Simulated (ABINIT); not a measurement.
# A GW chain in ABINIT: Te (P3_121)

Aim: the G0W0 gap of Te (P3_121) on PBE, step by step.

Calculated with ABINIT 10.8.3; PBE and many-body steps on it, plane waves.

This is a report of a sequence of runs, with most program output left out.

## 1. Starting point

Symmetry: P3_121, No. 152, trigonal system. Conventional cell: a = 4.457 Å, b = 4.457 Å, c = 5.929 Å, α = 90.00°, β = 90.00°, γ = 120.00°. Nearest to Te lie 2 Te at 2.84 Å.

The cell and positions come from the Crystallography Open Database and are kept as given unless a step says otherwise. Spin-orbit coupling is left out unless a step names it.

## 2. Ground state

This step: ABINIT 10.8.3; DFT, PBE, plane waves, norm-conserving pseudopotentials.

The ground-state density comes first.

Input file run.abi:

```
acell 3*1.0 Angstrom
rprim 
  4.457199999972 0.000000000006 0.000000000000
  -2.228599999992 3.860048429721 0.000000000000
  0.000000000000 0.000000000000 5.929000000000
ntypat 1
znucl 52
natom 3
typat 1 1 1
xred 
  0.263300000000 0.000000000000 0.333333333333
  0.000000000000 0.263300000000 0.666666666667
  0.736700000000 0.736700000000 -0.000000000000
pp_dirpath "pseudos"
pseudos "Te.upf"
ecut 39
ngkpt 3 3 4
nshiftk 1
shiftk 0 0 0
kptopt 1
chksymbreak 0
nband 41
occopt 1
tolvrs 1e-08
nstep 60
prtwf 0
optforces 0
optstress 0
indata_prefix "in"
outdata_prefix "out"
tmpdata_prefix "tmp"
```

Started as:

```
OMP_NUM_THREADS=1 mpirun -n 8 abinit run.abi > log
```

Wall time 26 s (8 MPI ranks of AMD EPYC 7B13 (Zen 3), shared host); peak memory 0.91 GiB.

Numbers from this step:

```
total energy               : -22897.1955 eV
gap                        : 0.1818 eV
k of the valence top       : 0.3333, 0.3333, 0.5
k of the conduction bottom : 0.3333, 0.3333, 0.5
least direct gap           : 0.1818 eV
```

The gap is direct, at (0.333, 0.333, 0.500).

## 3. Bands along the symmetry lines

The cheap functional maps the bands first; the places of the edges decide which points the dearer methods must see.

Input file run.abi:

```
acell 3*1.0 Angstrom
rprim 
  4.457199999972 0.000000000006 0.000000000000
  -2.228599999992 3.860048429721 0.000000000000
  0.000000000000 0.000000000000 5.929000000000
ntypat 1
znucl 52
natom 3
typat 1 1 1
xred 
  0.263300000000 0.000000000000 0.333333333333
  0.000000000000 0.263300000000 0.666666666667
  0.736700000000 0.736700000000 -0.000000000000
pp_dirpath "pseudos"
pseudos "Te.upf"
ecut 39
iscf -2
irdden 1
kptopt 0
nkpt 39
kpt 
  0.00000000 0.00000000 0.00000000
  0.12500000 0.00000000 0.00000000
  0.25000000 0.00000000 0.00000000
  0.37500000 0.00000000 0.00000000
  0.50000000 0.00000000 0.00000000
  0.45833333 0.08333333 0.00000000
  0.41666666 0.16666666 0.00000000
  0.37500000 0.25000000 0.00000000
  0.33333333 0.33333333 0.00000000
  0.25000000 0.25000000 0.00000000
  0.16666666 0.16666666 0.00000000
  0.08333333 0.08333333 0.00000000
  0.00000000 0.00000000 0.00000000
  0.00000000 0.00000000 0.12500000
  0.00000000 0.00000000 0.25000000
  0.00000000 0.00000000 0.37500000
  0.00000000 0.00000000 0.50000000
  0.12500000 0.00000000 0.50000000
  0.25000000 0.00000000 0.50000000
  0.37500000 0.00000000 0.50000000
  0.50000000 0.00000000 0.50000000
  0.45833333 0.08333333 0.50000000
  0.41666666 0.16666666 0.50000000
  0.37500000 0.25000000 0.50000000
  0.33333333 0.33333333 0.50000000
  0.25000000 0.25000000 0.50000000
  0.16666666 0.16666666 0.50000000
  0.08333333 0.08333333 0.50000000
  0.00000000 0.00000000 0.50000000
  0.50000000 0.00000000 0.50000000
  0.50000000 0.00000000 0.37500000
  0.50000000 0.00000000 0.25000000
  0.50000000 0.00000000 0.12500000
  0.50000000 -0.00000000 0.00000000
  0.33333333 0.33333333 0.50000000
  0.33333333 0.33333333 0.37500000
  0.33333333 0.33333333 0.25000000
  0.33333333 0.33333333 0.12500000
  0.33333333 0.33333333 0.00000000
istwfk *1
nband 43
nbdbuf 2
tolwfr 1e-08
nstep 40
prtwf 0
prtvol 0
indata_prefix "in"
outdata_prefix "out"
tmpdata_prefix "tmp"
```

It took 30 s on 8 MPI ranks; peak memory 0.84 GiB.

This step gave:

| Item | Value |
| --- | --- |
| gap | 0.1818 eV |
| k of the valence top | 0.3333, 0.3333, 0.5 |
| k of the conduction bottom | 0.3333, 0.3333, 0.5 |
| least direct gap | 0.1818 eV |

The gap is 0.182 eV, as in the run before at this level.

The electronic bands at the labelled points (eV, zero at the top of the highest filled band):

```tsv
point	band 33	band 34	band 35	band 36	band 37	band 38	band 39	band 40
Γ	-2.78	-1.64	-1.64	-0.73	1.05	1.05	1.68	5.00
halfway	-3.35	-1.56	-1.03	-0.80	0.94	1.16	2.00	3.90
M	-3.52	-3.45	-1.11	-0.83	0.95	1.05	3.07	3.77
halfway	-3.37	-3.31	-1.92	-1.83	1.81	2.18	3.57	3.85
K	-3.03	-3.03	-2.87	-2.61	2.89	2.89	3.24	4.89
halfway	-3.01	-1.82	-1.36	-1.35	1.59	1.60	1.99	4.31
Γ	-2.78	-1.64	-1.64	-0.73	1.05	1.05	1.68	5.00
halfway	-2.50	-1.47	-1.46	-0.80	0.76	0.77	1.19	4.46
A	-2.65	-1.32	-1.04	-1.04	0.56	0.62	0.62	4.07
halfway	-3.13	-2.00	-1.85	-1.29	1.31	1.89	2.23	4.54
L	-3.64	-2.37	-2.03	-0.21	0.80	1.96	2.59	4.60
halfway	-4.37	-1.44	-1.29	-0.11	0.75	1.64	2.12	4.94
H	-4.96	-1.04	0.00	0.00	0.18	1.47	1.47	5.92
halfway	-3.69	-1.92	-1.63	-0.77	0.86	2.13	2.31	4.67
A	-2.65	-1.32	-1.04	-1.04	0.56	0.62	0.62	4.07
jump to L	-3.64	-2.37	-2.03	-0.21	0.80	1.96	2.59	4.60
halfway	-3.55	-2.07	-1.71	-1.39	1.22	1.96	2.69	3.84
M	-3.52	-3.45	-1.11	-0.83	0.95	1.05	3.07	3.77
jump to H	-4.96	-1.04	0.00	0.00	0.18	1.47	1.47	5.92
halfway	-4.13	-2.54	-1.50	-1.05	1.79	2.44	2.52	5.36
K	-3.03	-3.03	-2.87	-2.61	2.89	2.89	3.24	4.89
```

## 4. Empty states on the mesh, 3×3×2 mesh, 115 bands

The sums over transitions need many empty states on a uniform mesh; this step solves for them.

Input file run.abi:

```
acell 3*1.0 Angstrom
rprim 
  4.457199999972 0.000000000006 0.000000000000
  -2.228599999992 3.860048429721 0.000000000000
  0.000000000000 0.000000000000 5.929000000000
ntypat 1
znucl 52
natom 3
typat 1 1 1
xred 
  0.263300000000 0.000000000000 0.333333333333
  0.000000000000 0.263300000000 0.666666666667
  0.736700000000 0.736700000000 -0.000000000000
pp_dirpath "pseudos"
pseudos "Te.upf"
ecut 39
ngkpt 3 3 2
nshiftk 1
shiftk 0 0 0
kptopt 1
chksymbreak 0
iscf -2
irdden 1
istwfk *1
nband 115
nbdbuf 10
tolwfr 1e-09
nstep 60
prtvol 0
indata_prefix "in"
outdata_prefix "out"
tmpdata_prefix "tmp"
```

Started as:

```
OMP_NUM_THREADS=1 mpirun -n 6 abinit run.abi > log
```

Wall time 30 s (6 MPI ranks); peak memory 0.62 GiB.

This step gave:

```
gap                                                           : 0.1818 eV
k of the valence top                                          : 0.3333, 0.3333, 0.5
k of the conduction bottom                                    : 0.3333, 0.3333, 0.5
least direct gap                                              : 0.1818 eV
k points computed                                             : 6
lowest point of the top converged band, above the valence top : 34.78 eV
```

On this mesh the gap is 0.182 eV.

## 5. Screening, 3×3×2 mesh, 105 bands, screening to 98 eV

The RPA dielectric matrix is built and inverted for each q.

This step: RPA screening on PBE, plane waves, norm-conserving pseudopotentials.

Edit run.abi of step 4 so:

```diff
@@ -21,10 +21,11 @@
 chksymbreak 0
-iscf -2
-irdden 1
 istwfk *1
-nband 115
-nbdbuf 10
-tolwfr 1e-09
-nstep 60
-prtvol 0
+occopt 1
+irdwfk 1
+optdriver 3
+nband 105
+ecuteps 3.6
+inclvkb 2
+awtr 1
+symchi 1
 indata_prefix "in"
```

Started as:

```
OMP_NUM_THREADS=1 mpirun -n 8 abinit run.abi > log
```

Elapsed: 21 s, on 8 MPI ranks; peak memory 2.3 GiB.

Numbers from this step:

* ε∞ with local fields, on this mesh, along the program's q direction: 1399
* the same without local fields: 1747
* plasma frequency: 31.20 eV
* plane waves in the screening matrix: 225

Local fields lower ε∞ by 20 %. The value itself is an artefact of the mesh, where one narrow direct gap carries too much weight.

## 6. Self-energy, 3×3×2 mesh, 105 bands, screening to 98 eV

The self-energy is evaluated for the states that the input lists, and the levels follow from it, in one-shot runs by the linearised quasiparticle equation.

This step: G0W0 on PBE, plane waves, norm-conserving pseudopotentials.

Edit run.abi of step 5 so:

```diff
@@ -24,8 +24,17 @@
 irdwfk 1
-optdriver 3
+optdriver 4
 nband 105
+gwcalctyp 0
+ecutsigx 39
+symsigma 1
+nkptgw 2
+kptgw 
+  0.3333333333 0.3333333333 0.5000000000
+  0.0000000000 0.0000000000 0.0000000000
+bdgw 
+  35 39
+  34 38
 ecuteps 3.6
-inclvkb 2
-awtr 1
-symchi 1
+irdscr 1
+ppmodel 1
 indata_prefix "in"
```

It took 6.1 s on 8 MPI ranks; peak memory 1.7 GiB.

This step gave:

```yaml
g0w0_gap_on_the_points_computed: 0.4280 eV
starting_gap_on_the_mesh: 0.1818 eV
k_of_the_valence_top: 0.3333, 0.3333, 0.5
k_of_the_conduction_bottom: 0.3333, 0.3333, 0.5
z_at_the_valence_top: 0.792
z_at_the_conduction_bottom: 0.794
least_direct_g0w0_gap_on_the_computed_points: 0.4280 eV
```

The gap on the mesh goes from 0.18 eV to 0.43 eV, a correction of +0.25 eV.

Limits: finite bands, cutoff and mesh; model gap, bands may invert with spin-orbit coupling; no spin-orbit coupling; coarse k mesh. v1 is the top filled band, c1 the lowest empty one. Levels before and after the correction, in eV, zero at the valence-band top of each column:

```tsv
	conduction bottom	valence top
Kohn-Sham	0.18	0.00
G0W0	0.43	0.00
```

```tsv
	level	energy (eV)
Kohn-Sham	(0.333 0.333 0.5) v2-v1	0.000
Kohn-Sham	(0.333 0.333 0.5) c1	0.182
Kohn-Sham	(0.333 0.333 0.5) c2-c3	1.466
G0W0	(0.333 0.333 0.5) v2-v1	0.000
G0W0	(0.333 0.333 0.5) c1	0.428
G0W0	(0.333 0.333 0.5) c2-c3	1.734
```

## 7. Where the time went

Times are wall times on the hardware named with each run, good to a factor of about two.

```tsv
step	time	share	memory (GiB)
ground state	26 s	23 %	0.91
bands along the symmetry lines	30 s	27 %	0.84
empty states on the mesh	30 s	26 %	0.62
screening	21 s	19 %	2.3
self-energy	6.1 s	5 %	1.7
```

## 8. What came out

```
PBE gap              : 0.18 eV, direct
G0W0 gap on the mesh : 0.43 eV
GW settings          : 3×3×2 mesh, 105 bands, screening to 98 eV, Godby-Needs plasmon pole
known limits         : not at the basis limit; model gap, bands may invert with spin-orbit coupling; screening runs away on this mesh; no spin-orbit coupling; coarse k mesh
```

What this shows: G0W0 moves the gap on the mesh from 0.18 eV to 0.43 eV (+0.25 eV), with Z of 0.79 and 0.79 at the edges. Local fields lower the RPA ε∞ on this mesh from 1747.06 to 1398.79; a Γ-centred mesh this coarse tends to raise both, most where the direct gap is narrow, while a short band sum lowers them. Only 2 of the mesh's irreducible points were corrected, so a valley elsewhere could overtake. Bands and cutoff are finite, so the gap is not at the basis limit. The miss can reach some tenths of an eV and take either sign; the mesh is an error of its own. In the G0W0 run levels were corrected at 2 k points alone, so a gap called «on the mesh» is the least over those, and an edge elsewhere would be missed. The 3×3×2 mesh is coarse for this cell, which bears on the long-range parts of exchange and screening. With atoms this heavy and so narrow a gap, spin-orbit coupling can invert the bands. These scalar-relativistic gaps are then model values, not to be set against experiment, and a spin-orbit change taken from DFT can't simply be added. On this mesh the RPA ε∞ passes 90, more than nearly any semiconductor shows; a coarse mesh does this where one point with a narrow direct gap carries much weight. The screening is then too strong, and the G0W0 gap should not be taken as the material's.

[Paths, hosts, dates, memory and timing lines, banners, echoed tables and standing remarks are left out of the program output.]

[Logs are printed without paths, hosts, clocks, repeated set-up lines and the standing remarks that a program may print on its own settings, such as how far it seeks lower states.]

[Runs of the session that timed out or met a known fault of the program may be left out.]

[Hosts, paths, dates, database ids (printed as entryN), source tags and the programs' standing remarks are cut or masked in the printed files.]

[G0W0 gaps are taken among the corrected bands and points alone; a level outside them can change the order at an edge.]

[Where Ansatz stands beside ABINIT at settings called matched, ABINIT's density can come from a denser mesh and the files from another edition; pairs whose starting gaps differed by over 0.03 eV were left out, so agreement reads better than it is.]
